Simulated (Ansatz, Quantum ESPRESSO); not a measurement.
# ZrH2 (Fm-3m): zone-centre phonons

Which modes does ZrH2 (Fm-3m) have at the zone centre?

Main program and level: Quantum ESPRESSO 7.5; DFT PBEsol, scalar-relativistic, plane waves, PseudoDojo norm-conserving pseudopotentials.

## 1. The structure

It takes space group Fm-3m (No. 225, cubic). The conventional cell has a = 4.818 Å, b = 4.818 Å, c = 4.818 Å, α = 90.00°, β = 90.00°, γ = 90.00°. Zr has 8 H at 2.09 Å nearest. H has 4 Zr at 2.09 Å nearest. Farther neighbours are not listed.

## 2. A first look

Before anything dear is run, a loose run with smearing shows whether this is a metal and how far the cell is from rest.

Input file probe.in:

```
&control
   calculation = 'scf'
   prefix = 'x'
   outdir = './tmp'
   pseudo_dir = './pseudo'
   tprnfor = .true.
   tstress = .true.
   verbosity = 'high'
/
&system
   ibrav = 2
   celldm(1) = 9.10555085
   nat = 3
   ntyp = 2
   ecutwfc = 64.0
   occupations = 'smearing'
   smearing = 'gaussian'
   degauss = 0.01
/
&electrons
   conv_thr = 1.0d-07
   mixing_beta = 0.7
   electron_maxstep = 100
/
ATOMIC_SPECIES
 Zr     91.2240  Zr.upf
 H       1.0080  H.upf
ATOMIC_POSITIONS crystal
 Zr     0.000000000   0.000000000   0.000000000
 H      0.250000000   0.250000000   0.250000000
 H      0.750000000   0.750000000   0.750000000
K_POINTS automatic
 6 6 6 0 0 0
```

Run with:

```
OMP_NUM_THREADS=1 mpirun -n 4 pw.x -nk 4 -in probe.in > probe.out
```

The log of the run:

```text
[banners, grids, parts of the stress and lines that vanish by symmetry left out]
Program PWSCF v.7.5
     bravais-lattice index     =            2
     lattice parameter (alat)  =       9.1056  a.u.
[...]
kinetic-energy cutoff     =      64.0000  Ry
     charge density cutoff     =     256.0000  Ry
     scf convergence threshold =      1.0E-07
[...]
Exchange-correlation= PBESOL
                           (   1   4  10   8   0   0   0)
[...]
48 Sym. Ops., with inversion, found
[...]
(     0          1          0      )
                  (     0          0          1      )
[...]
(  0.0000000  1.0000000  0.0000000 )
                  (  0.0000000  0.0000000  1.0000000 )
[...]
(     1          0         -1      )
                  (     0          0         -1      )
[...]
(     0          1         -1      )
                  (     0          1          0      )
[...]
( -1.0000000  0.0000000  0.0000000 )
                  (  0.0000000  1.0000000  0.0000000 )
[...]
number of k points=    16  Gaussian smearing, width (Ry)=  0.0100
[...]
End of self-consistent calculation
[...]
the Fermi energy is    12.6453 ev
!    total energy              =    -103.63418833 Ry
[...]
convergence has been achieved in   6 iterations
[...]
atom    1 type  1   force =     0.00000000    0.00000000    0.00000000
     atom    2 type  2   force =    -0.00000000   -0.00000000   -0.00000000
     atom    3 type  2   force =     0.00000000    0.00000000    0.00000000
[...]
Total force =     0.000000     Total SCF correction =     0.000000
[...]
total   stress  (Ry/bohr**3)                   (kbar)     P=      -47.27
[...]
XML data file, charge density, pseudopotentials, collected wavefunctions

   JOB DONE.
```

Run time: 2 s. Hardware: 4 MPI ranks of Arm Neoverse V1, shared host; 7.8 s of CPU time.

Numbers from this step:

- volume per atom: 9.323 Å³
- pressure: -4.727 GPa
- gap on the k-mesh: 0 eV

No gap opens on this mesh, so smearing is kept; the start stands at -4.7 GPa.

## 3. Relaxing the cell and atoms

The harmonic expansion starts where the forces on the atoms vanish, and stress shifts the frequencies, so cell and atoms are relaxed with tight thresholds.

Input file relax.in:

```
&control
   calculation = 'vc-relax'
   prefix = 'x'
   outdir = './tmp'
   pseudo_dir = './pseudo'
   tprnfor = .true.
   tstress = .true.
   forc_conv_thr = 2.0d-05
   etot_conv_thr = 1.0d-07
   nstep = 40
/
&system
   ibrav = 2
   celldm(1) = 9.10555085
   nat = 3
   ntyp = 2
   ecutwfc = 64.0
   occupations = 'smearing'
   smearing = 'mv'
   degauss = 0.02
/
&electrons
   conv_thr = 1.0d-11
   mixing_beta = 0.7
   electron_maxstep = 100
/
&ions
/
&cell
   press_conv_thr = 0.1
/
ATOMIC_SPECIES
 Zr     91.2240  Zr.upf
 H       1.0080  H.upf
ATOMIC_POSITIONS crystal
 Zr     0.000000000   0.000000000   0.000000000
 H      0.250000000   0.250000000   0.250000000
 H      0.750000000   0.750000000   0.750000000
K_POINTS automatic
 12 12 12 0 0 0
```

Run with:

```
OMP_NUM_THREADS=1 mpirun -n 4 pw.x -nk 4 -in relax.in > relax.out
```

The log of the run:

```text
[banners, grids, parts of the stress and lines that vanish by symmetry left out]
[banner, memory and clock lines left out]
Program PWSCF v.7.5

[...]
kinetic-energy cutoff     =      64.0000  Ry
     charge density cutoff     =     256.0000  Ry
     scf convergence threshold =      1.0E-11
[...]
energy convergence thresh.=      1.0E-07
     force convergence thresh. =      2.0E-05
     press convergence thresh. =      1.0E-01
     Exchange-correlation= PBESOL
                           (   1   4  10   8   0   0   0)
[...]
48 Sym. Ops., with inversion, found
[...]
number of k points=    72  Marzari-Vanderbilt smearing, width (Ry)=  0.0200
[...]
End of self-consistent calculation
[...]
the Fermi energy is    12.6831 ev
!    total energy              =    -103.63348294 Ry
[...]
convergence has been achieved in  10 iterations
[...]
atom    1 type  1   force =     0.00000000    0.00000000    0.00000000
     atom    2 type  2   force =     0.00000000    0.00000000    0.00000000
     atom    3 type  2   force =     0.00000000    0.00000000    0.00000000
     Total force =     0.000000     Total SCF correction =     0.000000
[...]
total   stress  (Ry/bohr**3)                   (kbar)     P=      -47.13
[...]
number of bfgs steps    =   0
[...]
CELL_PARAMETERS (alat=  9.10555085)
[...]
ATOMIC_POSITIONS (crystal)
Zr               0.0000000000        0.0000000000       -0.0000000000
H                0.2500000000        0.2500000000        0.2500000000
H                0.7500000000        0.7500000000        0.7500000000
[...]
New effective cutoffs (rho, wfc):  259.36   65.04
[...]
End of self-consistent calculation
[...]
the Fermi energy is    13.0368 ev
!    total energy              =    -103.63444806 Ry
[...]
convergence has been achieved in   6 iterations
[...]
atom    1 type  1   force =     0.00000000    0.00000000    0.00000000
     atom    2 type  2   force =     0.00000000    0.00000000    0.00000000
     atom    3 type  2   force =    -0.00000000   -0.00000000   -0.00000000
     Total force =     0.000000     Total SCF correction =     0.000000
[...]
total   stress  (Ry/bohr**3)                   (kbar)     P=      -15.35
[...]
number of bfgs steps    =   1
[...]
CELL_PARAMETERS (alat=  9.10555085)
[...]
ATOMIC_POSITIONS (crystal)
Zr              -0.0000000000        0.0000000000       -0.0000000000
[...]
New effective cutoffs (rho, wfc):  261.34   65.54
[...]
End of self-consistent calculation
[...]
the Fermi energy is    13.2068 ev
!    total energy              =    -103.63455271 Ry
[...]
convergence has been achieved in   6 iterations
[...]
atom    1 type  1   force =    -0.00000000   -0.00000000    0.00000000
     atom    2 type  2   force =     0.00000000    0.00000000   -0.00000000
     atom    3 type  2   force =     0.00000000   -0.00000000    0.00000000
     Total force =     0.000000     Total SCF correction =     0.000000
[...]
total   stress  (Ry/bohr**3)                   (kbar)     P=        0.81
[...]
number of bfgs steps    =   2
[...]
CELL_PARAMETERS (alat=  9.10555085)
[...]
ATOMIC_POSITIONS (crystal)
[...]
New effective cutoffs (rho, wfc):  261.24   65.51
[...]
End of self-consistent calculation
[...]
the Fermi energy is    13.1983 ev
!    total energy              =    -103.63455300 Ry
[...]
convergence has been achieved in   5 iterations
[...]
atom    1 type  1   force =    -0.00000000   -0.00000000   -0.00000000
     atom    2 type  2   force =     0.00000000   -0.00000000   -0.00000000
     atom    3 type  2   force =    -0.00000000    0.00000000    0.00000000
     Total force =     0.000000     Total SCF correction =     0.000000
[...]
total   stress  (Ry/bohr**3)                   (kbar)     P=       -0.01
[...]
number of bfgs steps    =   3
[...]
small trust_radius: resetting bfgs history
[...]
CELL_PARAMETERS (alat=  9.10555085)
[...]
ATOMIC_POSITIONS (crystal)
[...]
New effective cutoffs (rho, wfc):  261.24   65.51
[...]
End of self-consistent calculation
[...]
the Fermi energy is    13.1984 ev
!    total energy              =    -103.63455300 Ry
[...]
convergence has been achieved in   2 iterations
[...]
atom    1 type  1   force =    -0.00000000   -0.00000000   -0.00000000
     atom    2 type  2   force =     0.00000000    0.00000000   -0.00000000
     atom    3 type  2   force =    -0.00000000   -0.00000000    0.00000000
     Total force =     0.000000     Total SCF correction =     0.000000
[...]
total   stress  (Ry/bohr**3)                   (kbar)     P=       -0.00
[...]
bfgs converged in   5 scf cycles and   4 bfgs steps
[...]
End of BFGS Geometry Optimization
     Final enthalpy           =    -103.6345529962 Ry
     File ./tmp/x.bfgs deleted, as requested
[...]
CELL_PARAMETERS (alat=  9.10555085)
[...]
ATOMIC_POSITIONS (crystal)
[...]
H                0.2500000000        0.2500000000        0.2500000000
H                0.7500000000        0.7500000000        0.7500000000
[...]
Final scf calculation at the relaxed structure.
[...]
kinetic-energy cutoff     =      64.0000  Ry
     charge density cutoff     =     256.0000  Ry
     scf convergence threshold =      1.0E-13
[...]
press convergence thresh. =      1.0E-01
     Exchange-correlation= PBESOL
                           (   1   4  10   8   0   0   0)
[...]
48 Sym. Ops., with inversion, found
[...]
number of k points=    72  Marzari-Vanderbilt smearing, width (Ry)=  0.0200
[...]
End of self-consistent calculation
[...]
the Fermi energy is    13.1984 ev
!    total energy              =    -103.63449622 Ry
[...]
convergence has been achieved in  10 iterations
[...]
atom    1 type  1   force =     0.00000000    0.00000000    0.00000000
     atom    2 type  2   force =    -0.00000000   -0.00000000    0.00000000
     atom    3 type  2   force =     0.00000000    0.00000000   -0.00000000
     Total force =     0.000000     Total SCF correction =     0.000000
[...]
total   stress  (Ry/bohr**3)                   (kbar)     P=       -0.42
[...]
XML data file, charge density, pseudopotentials, collected wavefunctions
```

Elapsed: 30 s, on 4 MPI ranks; 2 min of CPU time.

Relaxation path:

| step | energy less that of the first step (eV) | largest force (eV/Å) | pressure (GPa) | volume (Å³) |
| --- | --- | --- | --- | --- |
| 1 | 0.0000 | 0.0000 | -4.71 | 27.97 |
| 2 | -0.0131 | 0.0000 | -1.53 | 27.30 |
| 3 | -0.0146 | 0.0000 | 0.08 | 26.99 |
| 4 | -0.0146 | 0.0000 | 0.00 | 27.01 |
| 5 | -0.0146 | 0.0000 | 0.00 | 27.01 |
| 6 | -0.0138 | 0.0000 | -0.04 | 27.01 |

| conventional cell, symmetrised | before | after | change |
| --- | --- | --- | --- |
| a (Å) | 4.818 | 4.763 | -1.2 % |
| b (Å) | 4.818 | 4.763 | -1.2 % |
| c (Å) | 4.818 | 4.763 | -1.2 % |
| volume (Å³/atom) | 9.32 | 9.00 | -3.4 % |

Final coordinates:

```
CELL_PARAMETERS angstrom
-2.38128 0.00000 2.38128
0.00000 2.38128 2.38128
-2.38128 2.38128 0.00000
ATOMIC_POSITIONS crystal
Zr 0.00000 0.00000 0.00000
H 0.25000 0.25000 0.25000
H 0.75000 0.75000 0.75000
```

The last row of the table of steps is pw.x's closing run on a basis chosen anew for the final cell, so its energy can jump.

Numbers from this step:

| Quantity | Value |
| --- | --- |
| volume per atom | 9.002 Å³ |
| pressure | -0.042 GPa |

The volume changes by -3.4 % from the cell with which this run began.

## 4. Ground state

Perturbation theory inherits every error of the wavefunctions, so the threshold is set near the limit of the arithmetic. Smearing stays on, as the first look found no gap above 0.3 eV.

Input file scf.in:

```
&control
   calculation = 'scf'
   prefix = 'x'
   outdir = './tmp'
   pseudo_dir = './pseudo'
   tprnfor = .true.
   tstress = .true.
/
&system
   ibrav = 2
   celldm(1) = 8.99992382
   nat = 3
   ntyp = 2
   ecutwfc = 64.0
   occupations = 'smearing'
   smearing = 'mv'
   degauss = 0.02
/
&electrons
   conv_thr = 1.0d-12
   mixing_beta = 0.7
   electron_maxstep = 100
/
ATOMIC_SPECIES
 Zr     91.2240  Zr.upf
 H       1.0080  H.upf
ATOMIC_POSITIONS crystal
 Zr     0.000000000   0.000000000   0.000000000
 H      0.250000000   0.250000000   0.250000000
 H      0.750000000   0.750000000   0.750000000
K_POINTS automatic
 12 12 12 0 0 0
```

Run with:

```
OMP_NUM_THREADS=1 mpirun -n 4 pw.x -nk 4 -in scf.in > scf.out
```

The log of the run:

```text
[banners, grids, parts of the stress and lines that vanish by symmetry left out]
[banner, memory and clock lines left out]
Program PWSCF v.7.5

[...]
kinetic-energy cutoff     =      64.0000  Ry
     charge density cutoff     =     256.0000  Ry
     scf convergence threshold =      1.0E-12
[...]
Exchange-correlation= PBESOL
                           (   1   4  10   8   0   0   0)
[...]
48 Sym. Ops., with inversion, found
[...]
number of k points=    72  Marzari-Vanderbilt smearing, width (Ry)=  0.0200
[...]
End of self-consistent calculation
[...]
the Fermi energy is    13.1984 ev
!    total energy              =    -103.63449622 Ry
[...]
convergence has been achieved in  10 iterations
[...]
atom    1 type  1   force =     0.00000000   -0.00000000   -0.00000000
     atom    2 type  2   force =    -0.00000000   -0.00000000    0.00000000
     atom    3 type  2   force =     0.00000000    0.00000000   -0.00000000
     Total force =     0.000000     Total SCF correction =     0.000000
[...]
total   stress  (Ry/bohr**3)                   (kbar)     P=       -0.42
[...]
XML data file, charge density, pseudopotentials, collected wavefunctions
```

Elapsed: 7.9 s, on 4 MPI ranks.

The cell stands at -0.042 GPa, close enough for phonons.

## 5. Linear response at Γ

At q = 0 one unit cell holds all displacements; symmetry groups them into irreducible representations that are solved one by one. With smeared occupations no response to a homogeneous field can be asked.

Input file ph.in:

```
phonons
&inputph
   prefix = 'x'
   outdir = './tmp'
   fildyn = 'g.dyn'
   tr2_ph = 1.0d-18
   alpha_mix(1) = 0.4
   nmix_ph = 8
/
0.000000000 0.000000000 0.000000000
```

Run with:

```
OMP_NUM_THREADS=1 mpirun -n 4 ph.x -nk 4 -in ph.in > ph.out
```

The log of the run:

```text
[banners, grids, parts of the stress and lines that vanish by symmetry left out]
[banner, memory and clock lines left out]
Program PHONON v.7.5

     ./tmp/x.save/

     IMPORTANT: XC functional enforced from input :
     Exchange-correlation= PBESOL
                           (   1   4  10   8   0   0   0)
     Any further DFT definition will be discarded
     Please, verify this is what you really want

     G-vector sticks info

     Reading collected, re-writing distributed wavefunctions in ./tmp/

     Number and degeneracy of irreps per q-point
       N         xq(1)         xq(2)         xq(3)   N irreps
       1   0.000000000   0.000000000   0.000000000       3
        3   3   3

     Calculation of q =    0.0000000   0.0000000   0.0000000

     phonons

     bravais-lattice index     =            2
     lattice parameter (alat)  =       8.9999  a.u.
     unit-cell volume          =     182.2454 (a.u.)^3
     number of atoms/cell      =            3
     number of atomic types    =            2
     kinetic-energy cut-off    =      64.0000  Ry
     charge density cut-off    =     256.0000  Ry
     convergence threshold     =      1.0E-18
     beta                      =       0.4000
     number of iterations used =            8
     Exchange-correlation= PBESOL
                           (   1   4  10   8   0   0   0)

     celldm(1)=    8.99992  celldm(2)=    0.00000  celldm(3)=    0.00000
     celldm(4)=    0.00000  celldm(5)=    0.00000  celldm(6)=    0.00000

     crystal axes: (cart. coord. in units of alat)
               a(1) = ( -0.5000  0.0000  0.5000 )
               a(2) = (  0.0000  0.5000  0.5000 )
               a(3) = ( -0.5000  0.5000  0.0000 )

     reciprocal axes: (cart. coord. in units 2 pi/alat)
               b(1) = ( -1.0000 -1.0000  1.0000 )
               b(2) = (  1.0000  1.0000  1.0000 )
               b(3) = ( -1.0000  1.0000 -1.0000 )

     Atoms inside the unit cell:

     Cartesian axes

     site n.  atom      mass           positions (alat units)
        1  Zr     91.2240   tau(    1) = (    0.00000    0.00000    0.00000  )
        2  H       1.0080   tau(    2) = (   -0.25000    0.25000    0.25000  )
        3  H       1.0080   tau(    3) = (   -0.75000    0.75000    0.75000  )

     Computing dynamical matrix for
                    q = (   0.0000000   0.0000000   0.0000000 )

     49 Sym.Ops. (with q -> -q+G )

     G cutoff =  525.2401  (  12627 G-vectors)     FFT grid: ( 36, 36, 36)

     number of k points=    72  Marzari-Vanderbilt smearing, width (Ry)=  0.0200
                       cart. coord. in units 2pi/alat
        k(    1) = (   0.0000000   0.0000000   0.0000000), wk =   0.0011574
        k(    2) = (  -0.0833333   0.0833333  -0.0833333), wk =   0.0092593
        k(    3) = (  -0.1666667   0.1666667  -0.1666667), wk =   0.0092593
        [... further k-points left out ...]

     PseudoPot. # 1 for Zr read from file:
     ./pseudo/Zr.upf
     Pseudo is Norm-conserving + core correction, Zval = 12.0
     Using radial grid of 1604 points,  6 beta functions with:
                l(1) =   0
                l(2) =   0
                l(3) =   1
                l(4) =   1
                l(5) =   2
                l(6) =   2

     PseudoPot. # 2 for H  read from file:
     ./pseudo/H.upf
     Pseudo is Norm-conserving, Zval =  1.0
     Using radial grid of 1180 points,  3 beta functions with:
                l(1) =   0
                l(2) =   0
                l(3) =   1

     Mode symmetry, O_h (m-3m)  point group:

     Atomic displacements:
     There are    3 irreducible representations

     Representation     1      3 modes -  To be done

     Representation     2      3 modes -  To be done

     Representation     3      3 modes -  To be done

     Alpha used in Ewald sum =   2.6000

     Representation #   1 modes #   1   2   3

     Self-consistent Calculation
      thresh= 1.000E-02 alpha_mix =  0.400 |ddv_scf|^2 =  2.375E-08
      thresh= 1.541E-05 alpha_mix =  0.400 |ddv_scf|^2 =  3.147E-09
      thresh= 5.610E-06 alpha_mix =  0.400 |ddv_scf|^2 =  2.015E-11
      thresh= 4.489E-07 alpha_mix =  0.400 |ddv_scf|^2 =  3.166E-13
      thresh= 5.627E-08 alpha_mix =  0.400 |ddv_scf|^2 =  5.897E-14
      thresh= 2.428E-08 alpha_mix =  0.400 |ddv_scf|^2 =  4.693E-17
      thresh= 6.851E-10 alpha_mix =  0.400 |ddv_scf|^2 =  8.674E-18
      thresh= 2.945E-10 alpha_mix =  0.400 |ddv_scf|^2 =  8.463E-21

     End of self-consistent calculation

     Convergence has been achieved

     Representation #   2 modes #   4   5   6

     Self-consistent Calculation
      thresh= 1.000E-02 alpha_mix =  0.400 |ddv_scf|^2 =  5.538E-09
      thresh= 7.442E-06 alpha_mix =  0.400 |ddv_scf|^2 =  1.227E-09
      thresh= 3.503E-06 alpha_mix =  0.400 |ddv_scf|^2 =  2.454E-11
      thresh= 4.954E-07 alpha_mix =  0.400 |ddv_scf|^2 =  7.618E-13
      thresh= 8.728E-08 alpha_mix =  0.400 |ddv_scf|^2 =  1.810E-13
      thresh= 4.255E-08 alpha_mix =  0.400 |ddv_scf|^2 =  2.362E-15
[...]
End of self-consistent calculation

     Convergence has been achieved

     Representation #   3 modes #   7   8   9

     Self-consistent Calculation
[...]
thresh= 3.728E-05 alpha_mix =  0.400 |ddv_scf|^2 =  2.417E-09
      thresh= 4.916E-06 alpha_mix =  0.400 |ddv_scf|^2 =  1.896E-11
      thresh= 4.355E-07 alpha_mix =  0.400 |ddv_scf|^2 =  3.046E-12
      thresh= 1.745E-07 alpha_mix =  0.400 |ddv_scf|^2 =  1.706E-14
      thresh= 1.306E-08 alpha_mix =  0.400 |ddv_scf|^2 =  1.889E-16
      thresh= 1.374E-09 alpha_mix =  0.400 |ddv_scf|^2 =  4.845E-17
      thresh= 6.960E-10 alpha_mix =  0.400 |ddv_scf|^2 =  3.683E-20

     End of self-consistent calculation

     Convergence has been achieved

     Number of q in the star =    1
     List of q in the star:
          1   0.000000000   0.000000000   0.000000000

     Diagonalizing the dynamical matrix

     q = (    0.000000000   0.000000000   0.000000000 )

 **************************************************************************
     freq (    1) =      -0.254961 [THz] =      -8.504578 [cm-1]
     freq (    2) =      -0.254961 [THz] =      -8.504578 [cm-1]
     freq (    3) =      -0.254961 [THz] =      -8.504578 [cm-1]
     freq (    4) =      32.651139 [THz] =    1089.124780 [cm-1]
     freq (    5) =      32.651139 [THz] =    1089.124780 [cm-1]
     freq (    6) =      32.651139 [THz] =    1089.124780 [cm-1]
     freq (    7) =      36.959600 [THz] =    1232.839557 [cm-1]
     freq (    8) =      36.959600 [THz] =    1232.839557 [cm-1]
     freq (    9) =      36.959600 [THz] =    1232.839557 [cm-1]
 **************************************************************************

     Mode symmetry, O_h (m-3m)  point group:

     freq (   1-   3) =         -8.5  [cm-1]   --> T_1u G_15  G_4- I
     freq (   4-   6) =       1089.1  [cm-1]   --> T_1u G_15  G_4- I
     freq (   7-   9) =       1232.8  [cm-1]   --> T_2g G_25' G_5+ R
```

Elapsed: 2.3 min, on 4 MPI ranks; 9.1 min of CPU time.

Read from the output:

- largest acoustic frequency at the zone centre before the sum rule: -8.5 cm⁻¹
- highest optical zone-centre mode (no LO-TO term): 1233 cm⁻¹
- lowest optical zone-centre mode: 1089 cm⁻¹

The acoustic modes at Γ come out as far as 8.5 cm⁻¹ from zero, where they should vanish, a small numerical error.

(Continued in part 2 of 2.)

[Host names and launcher messages were left out of these logs when they were recorded.]

[Logs are printed without paths, hosts, clocks, repeated set-up lines and the standing remarks that a program may print on its own settings, such as how far it seeks lower states.]

[Hosts, paths, dates, database ids (printed as entryN), source tags and the programs' standing remarks are cut or masked in the printed files.]
